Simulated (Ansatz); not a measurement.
# SrLiH3 (Pm-3m): a soft mode frozen in, part 2 of 3

Aim: this structure of SrLiH3 (Pm-3m) is to be tested for unstable modes, and one is followed downhill.

Ansatz 0.2.0; DFT PBEsol, scalar-relativistic, plane waves, PAW.

So far, highest frequency on path, mesh or solved points (cm⁻¹): step 2 (the dispersion) 1388. Also lowest frequency on the path (cm⁻¹): step 2 -560.

### Step 6. Relaxing from the distorted cell

Starting from the lowest point found, all atoms and the cell are let go, so that strain and other modes of the same symmetry can join in.

input.yaml reads:

```yaml
crystal:
  lattice:
    - [-4.592489, 0.0, 0.0]
    - [0.0, -4.592489, -4.592489]
    - [0.0, -4.592489, 4.592489]
  atoms:
    - { symbol: Li, position: [0.0, 0.5, 0.5] }
    - { symbol: Li, position: [0.0, 0.0, 0.0] }
    - { symbol: Sr, position: [0.5, 1.0, 0.5] }
    - { symbol: Sr, position: [0.5, 0.5, 0.0] }
    - { symbol: H, position: [0.0, 1.0, 0.5] }
    - { symbol: H, position: [0.0, 0.5, 0.0] }
    - { symbol: H, position: [0.5, 0.3153240541, 0.6846759459] }
    - { symbol: H, position: [0.5, 0.6846759459, 0.3153240541] }
    - { symbol: H, position: [0.5, 0.1846759459, 0.1846759459] }
    - { symbol: H, position: [0.5, 0.8153240541, 0.8153240541] }
kpoints:
  mp_grid: { grid: [6, 4, 4] }
hamiltonian:
  xc: pbesol
scf:
  occupations: { method: fixed }
output:
  forces: true
  stress: true
  eigenvalues: true
relax:
  adjacent_minimum: "off"
  f_tol: 0.002
  max_steps: 120
  cell: { stress_tol: 0.03 }
```

Started as:

```bash
ansatz run input.yaml --threads 4 --pin off --max-ram 7168MiB --backend cpu --events-out ev --progress --plain --runs-dir out
```

The log of the run:

```text
[...]
Crystal: 10 atoms, lattice volume = 193.720 Å³
Basis set: ecut = 420 eV, 3787 PW (Γ), exchange–correlation on 64×90×90 points (8 copies of the dense FFT grid, shifted against one another)
Bands: 26, of which v1, the nominal top of the filled ones, is band 16 counted from 1 (15 counted from 0)
Symmetry: 16 space group operations
[...]
k-points: 24 of 96
[...]
SCF iter   1: F=—  HF=-7485.233390 eV  |F-HF|=—  |Δ(HF+E_count)|=         —  Δρ=5.63e-3  dr2=5.53e-2  ethr=1.77e-3  ⟨swp⟩=5.4  Hψ=2824  notcnv=0  defer=133
[...]
SCF iter   6: F=-7485.217236 eV  HF=-7485.217236 eV  |F-HF|=7.25e-9  |Δ(HF+E_count)|=   1.47e-7  Δρ=2.34e-6  dr2=1.30e-8  ethr=3.13e-10  ⟨swp⟩=15.5  Hψ=4782  notcnv=0
SCF 1 converged in 6 iterations: F = -7485.217236 eV  dr2 = 1.30e-8
[...]
relax step   1: F+E_penalty+E_count = -7485.21723643 eV  Δ(F+E_penalty+E_count) = +0.000e0 eV  max|allowed force component| = 3.210e-1 eV/Å  Δτ_max = 0.0000 Å  P = -1.171 GPa  Ω = 193.720 Å³  (6 SCF iters, dr2 threshold 1.00e-7 eV, accepted)
Crystal: 10 atoms, lattice volume = 185.933 Å³
Basis set: ecut = 420 eV, 3627 PW (Γ), exchange–correlation on 64×90×90 points (8 copies of the dense FFT grid, shifted against one another)
[...]
iter 1 solved again at ethr=4.90e-4 eV; its pass at ethr=3.10e-3 eV (dr2=1.57e-1 eV) is discarded
[...]
SCF iter   5: F=-7485.484707 eV  HF=-7485.484707 eV  |F-HF|=3.30e-7  |Δ(HF+E_count)|=   2.25e-5  Δρ=1.74e-5  dr2=5.96e-7  ethr=3.12e-9  ⟨swp⟩=12.6  Hψ=4733  notcnv=0
the search or the solves at the SCF's close seem to have found levels that the self-consistency loop had missed (the run counts 1). By its estimate they hold under 1e-12 electrons; where the run keeps them, the occupations were computed again with them
SCF 2 converged in 5 iterations: F = -7485.484707 eV  dr2 = 5.96e-7
relax step   2: F+E_penalty+E_count = -7485.48470716 eV  Δ(F+E_penalty+E_count) = -2.675e-1 eV  max|allowed force component| = 2.052e-1 eV/Å  Δτ_max = 0.1954 Å  P = -1.007 GPa  Ω = 185.933 Å³  energy of the carried Pulay correction = +2.530e-3 eV  (5 SCF iters, dr2 threshold 1.00e-6 eV, accepted)
Crystal: 10 atoms, lattice volume = 172.081 Å³
Basis set: ecut = 420 eV, 3419 PW (Γ), exchange–correlation on 64×90×90 points (8 copies of the dense FFT grid, shifted against one another)
[...]
SCF iter   5: F=-7485.604456 eV  HF=-7485.604456 eV  |F-HF|=3.01e-7  |Δ(HF+E_count)|=   3.42e-5  Δρ=1.75e-5  dr2=5.30e-7  ethr=3.12e-9  ⟨swp⟩=13.2  Hψ=4753  notcnv=0
SCF 3 converged in 5 iterations: F = -7485.604456 eV  dr2 = 5.30e-7
relax step   3: F+E_penalty+E_count = -7485.60445618 eV  Δ(F+E_penalty+E_count) = -1.197e-1 eV  max|allowed force component| = 4.664e-2 eV/Å  Δτ_max = 0.1973 Å  P = +0.165 GPa  Ω = 172.081 Å³  energy of the carried Pulay correction = +7.299e-3 eV  (5 SCF iters, dr2 threshold 1.00e-6 eV, accepted)
[...]
relax step   4: F+E_penalty+E_count = -7485.60746365 eV  Δ(F+E_penalty+E_count) = -3.007e-3 eV  max|allowed force component| = 1.112e-2 eV/Å  Δτ_max = 0.0293 Å  P = +0.069 GPa  Ω = 173.000 Å³  energy of the carried Pulay correction = +6.972e-3 eV  (5 SCF iters, dr2 threshold 5.21e-7 eV, accepted)
[...]
relax step   5: F+E_penalty+E_count = -7485.60772647 eV  Δ(F+E_penalty+E_count) = -2.628e-4 eV  max|allowed force component| = 3.581e-3 eV/Å  Δτ_max = 0.0044 Å  P = -0.049 GPa  Ω = 173.852 Å³  energy of the carried Pulay correction = +6.669e-3 eV  (5 SCF iters, dr2 threshold 5.73e-8 eV, accepted)
[...]
relax step   6: F+E_penalty+E_count = -7485.60787519 eV  Δ(F+E_penalty+E_count) = -1.487e-4 eV  max|allowed force component| = 3.483e-3 eV/Å  Δτ_max = 0.0025 Å  P = +0.016 GPa  Ω = 173.511 Å³  energy of the carried Pulay correction = +6.790e-3 eV  (5 SCF iters, dr2 threshold 1.04e-8 eV, accepted)
[...]
relax step   7: F+E_penalty+E_count = -7485.60788611 eV  Δ(F+E_penalty+E_count) = -1.092e-5 eV  max|allowed force component| = 1.279e-4 eV/Å  Δτ_max = 0.0016 Å  P = -0.000 GPa  Ω = 173.553 Å³  energy of the carried Pulay correction = +6.775e-3 eV  (4 SCF iters, dr2 threshold 5.44e-9 eV, accepted)
Basis set: ecut = 420 eV, 3435 PW (Γ), exchange–correlation on 60×90×90 points (8 copies of the dense FFT grid, shifted against one another)
[...]
SCF iter   5: F=-7485.602818 eV  HF=-7485.602818 eV  |F-HF|=1.82e-12  |Δ(HF+E_count)|=  1.33e-10  Δρ=6.72e-8  dr2=1.11e-11  ethr=1.00e-12  ⟨swp⟩=17.1  Hψ=4822  notcnv=0
SCF 8 converged in 5 iterations: F = -7485.602818 eV  dr2 = 1.11e-11
relax step   8: F+E_penalty+E_count = -7485.60281769 eV  Δ(F+E_penalty+E_count) = +5.068e-3 eV  max|allowed force component| = 2.558e-4 eV/Å  Δτ_max = 0.0000 Å  P = -0.027 GPa  Ω = 173.553 Å³  stress off target by 2.84e-2 GPa  SCF on the basis re-selected at this cell (its energy is not comparable with the rows above)  (5 SCF iters)
basis re-selected at this cell: Δ(F+E_penalty+E_count) = +5.068e-3 eV, ΔP = -0.027 GPa vs the last step (what re-selecting the basis moved, of the pressure what is left beyond the Pulay correction that the steps carried, after the strain that the cell walked since its last selection, with what the two solves' SCF thresholds leave and, on support functions, any second-order correction that the steps lacked; it is no measure of the basis error at this ecutwfc). The dense FFT grid was sized anew with the basis: this SCF ran on 30×45×45 points, the steps before it on 32×45×45, so part of this shift can come from that change (see relax.cell in the input reference). [rest of the remark cut]
SCF converged after 5 iterations
Free energy (F): -7485.602818 eV
[...]
Internal energy: -7485.602818 eV  (E = F + TS)
E sigma→0 (E₀):  -7485.602818 eV
Fermi energy:    1.734901 eV
[...]
--- Forces (eV/Å), atoms counted from 1 ---
  atom   1  Li     0.00000000     0.00000000     0.00000000
  atom   2  Li     0.00000000    -0.00000000     0.00000000
  atom   3  Sr     0.00000000     0.00000000    -0.00000000
  atom   4  Sr    -0.00000000     0.00000000     0.00000000
  atom   5  H      0.00000000    -0.00000000     0.00000000
  atom   6  H     -0.00000000     0.00000000     0.00000000
  atom   7  H     -0.00000000     0.00000000    -0.00025575
  atom   8  H      0.00000000     0.00000000     0.00025575
  atom   9  H     -0.00000000     0.00025575    -0.00000000
  atom  10  H      0.00000000    -0.00025575     0.00000000
  max |Σ_I F_I| component: 2.71e-20 eV/Å
--- Stress (GPa, compression-positive) ---
       -0.028402       0.000000       0.000000
        0.000000      -0.026200      -0.000000
        0.000000      -0.000000      -0.026200
  P = ⅓ Tr σ = -0.0269 GPa (-0.269 kbar)
--- Band table (eV; the first three rows and the last of 24) ---
  k-point 0: bands = [... 12 lower, -0.4843, -0.0810, 1.1700, 1.1700, 4.1564, 5.5391, 5.5391, 6.6010, ... 6 higher]
  k-point 1: bands = [... 12 lower, -0.3378, -0.0512, 1.0057, 1.0542, 4.3360, 5.1362, 5.8918, 6.3636, ... 6 higher]
  k-point 2: bands = [... 12 lower, -0.0852, -0.0852, 0.8813, 0.8813, 4.6444, 4.6444, 6.2306, 6.2306, ... 6 higher]
  k-point 23: bands = [... 12 lower, 0.3960, 0.3960, 0.7504, 0.7504, 2.8634, 2.8634, 5.9881, 5.9881, ... 6 higher]
--- Relaxed structure (7 steps of the walk, 7 accepted, 1 SCFs on fresh bases) ---
  F+E_penalty+E_count = -7485.60281769 eV   max|allowed force component| = 2.558e-4 eV/Å   (the final SCF, on the basis selected at the relaxed cell)
  cell:  # Å, volume = 173.5526 Å³
    - [-4.435729, 0, 0]
    - [0, -4.423011, -4.423011]
    - [0, -4.423011, 4.423011]
  atoms:
    - { symbol: Li, position: [0, 0.500000, 0.500000] }
    - { symbol: Li, position: [0, -5.972865e-19, 0] }
    - { symbol: Sr, position: [0.5, 1.000000, 0.5] }
    - { symbol: Sr, position: [0.5, 0.500000, 0.0] }
    - { symbol: H, position: [0, 1.000000, 0.5] }
    - { symbol: H, position: [0, 0.500000, 0.0] }
    - { symbol: H, position: [0.5, 0.355269, 0.644731] }
    - { symbol: H, position: [0.5, 0.644731, 0.355269] }
    - { symbol: H, position: [0.5, 0.144731, 0.144731] }
    - { symbol: H, position: [0.5, 0.855269, 0.855269] }
```

The job ended after 15 s (4 threads of AMD EPYC 9R45, shared host; peak memory 0.58 GiB; 28 s of CPU time).

The steps of the relaxation:

| step | energy less that of the first step (eV) | largest force component (eV/Å) | pressure (GPa) | volume (Å³) |
| --- | --- | --- | --- | --- |
| 1 | 0.0000 | 0.3210 | -1.17 | 193.72 |
| 2 | -0.2675 | 0.2052 | -1.01 | 185.93 |
| 3 | -0.3872 | 0.0466 | 0.16 | 172.08 |
| 4 | -0.3902 | 0.0111 | 0.07 | 173.00 |
| 5 | -0.3905 | 0.0036 | -0.05 | 173.85 |
| 6 | -0.3906 | 0.0035 | 0.02 | 173.51 |
| 7 | -0.3906 | 0.0001 | 0.00 | 173.55 |
| 8* | -0.3856 | 0.0003 | -0.03 | 173.55 |

Relaxation steps marked * repeat the geometry before them on a plane-wave basis chosen anew for their cell, so energy and pressure can jump there.

Forces are held to the 16 operations that the program found; a distortion that breaks them can't arise in this run.

| cell as run | before | after | change |
| --- | --- | --- | --- |
| a (Å) | 4.592 | 4.436 | -3.4 % |
| b (Å) | 6.495 | 6.255 | -3.7 % |
| c (Å) | 6.495 | 6.255 | -3.7 % |
| volume (Å³/atom) | 19.37 | 17.36 | -10.4 % |

The atoms that moved most (Å, as changes of fractional coordinates times the final cell):

| atom | dx | dy | dz | length |
| --- | --- | --- | --- | --- |
| H10 | 0.000 | -0.353 | 0.000 | 0.353 |
| H7 | 0.000 | 0.000 | -0.353 | 0.353 |
| H9 | 0.000 | 0.353 | 0.000 | 0.353 |
| H8 | 0.000 | 0.000 | 0.353 | 0.353 |

Read from the output:

| Property | Result |
| --- | --- |
| pressure | -0.02693 GPa |
| gap on the k-mesh | 1.128 eV |
| volume per atom | 17.36 Å³ |

The distorted start has space group P4/mbm; the relaxation ends in P4/mbm.

### Step 7. The new phase in its own primitive cell

The relaxed structure is symmetrised, reduced to its primitive cell and relaxed tightly, as its phonons need.

input.yaml reads:

```yaml
crystal:
  lattice:
    - [6.2550822257, 0.0, 0.0]
    - [0.0, 6.2550822257, 0.0]
    - [0.0, 0.0, 4.4357294607]
  atoms:
    - { symbol: Li, position: [0.5, 0.0, 0.0] }
    - { symbol: Li, position: [0.0, 0.5, 0.0] }
    - { symbol: Sr, position: [0.0, 0.0, 0.5] }
    - { symbol: Sr, position: [0.5, 0.5, 0.5] }
    - { symbol: H, position: [0.0, 0.0, 0.0] }
    - { symbol: H, position: [0.5, 0.5, 0.0] }
    - { symbol: H, position: [0.3552687895, 0.1447312105, 0.5] }
    - { symbol: H, position: [0.6447312105, 0.8552687895, 0.5] }
    - { symbol: H, position: [0.1447312105, 0.6447312105, 0.5] }
    - { symbol: H, position: [0.8552687895, 0.3552687895, 0.5] }
kpoints:
  mp_grid: { grid: [4, 4, 6] }
hamiltonian:
  xc: pbesol
scf:
  occupations: { method: fixed }
output:
  forces: true
  stress: true
  eigenvalues: true
relax:
  adjacent_minimum: "off"
  f_tol: 0.001
  max_steps: 60
  cell: { stress_tol: 0.01 }
```

The log of the run:

```text
[...]
Crystal: 10 atoms, lattice volume = 173.553 Å³
Basis set: ecut = 420 eV, 3435 PW (Γ), exchange–correlation on 90×90×60 points (8 copies of the dense FFT grid, shifted against one another)
Bands: 26, of which v1, the nominal top of the filled ones, is band 16 counted from 1 (15 counted from 0)
Symmetry: 16 space group operations
[...]
k-points: 24 of 96
[...]
atoms:
    - { symbol: Li, position: [0.5, 0, 0.0] }
    - { symbol: Li, position: [0, 0.5, 0.0] }
    - { symbol: Sr, position: [0, 0, 0.5] }
    - { symbol: Sr, position: [0.5, 0.5, 0.5] }
    - { symbol: H, position: [0, 0, 0.0] }
    - { symbol: H, position: [0.5, 0.5, 0.0] }
    - { symbol: H, position: [0.355392, 0.144608, 0.5] }
    - { symbol: H, position: [0.644608, 0.855392, 0.5] }
    - { symbol: H, position: [0.144608, 0.644608, 0.5] }
    - { symbol: H, position: [0.855392, 0.355392, 0.5] }
[key lines of the parts left out:]
SCF converged after 4 iterations
Free energy (F): -7485.602837 eV
Fermi energy:    1.745283 eV
P = ⅓ Tr σ = -0.0002 GPa (-0.002 kbar)
```

It took 9.9 s on 4 threads; peak memory 0.55 GiB.

Little changed from the start: no atom moved by 0.005 Å and no cell edge by 0.1 %.

Numbers from this step:

```yaml
pressure: -2.33e-4 GPa
gap_on_the_k_mesh: 1.123 eV
volume_per_atom: 17.33 Å³
direct_gap_on_mesh: 1.730 eV
```

The largest force component left is 0.55 meV/Å and the pressure is 0.000 GPa, within the tolerances set. The cell now holds 17.33 Å³/atom.

(Continued in part 3 of 3.)

[Long decimals in the printed logs are rounded to 6 places.]

[Logs are printed without paths, hosts, clocks, repeated set-up lines and the standing remarks that a program may print on its own settings, such as how far it seeks lower states.]

[Hosts, paths, dates, database ids (printed as entryN), source tags and the programs' standing remarks are cut or masked in the printed files.]

[Where the starting crystal was built by hand or by swapping elements, it need not be the compound's stable phase.]
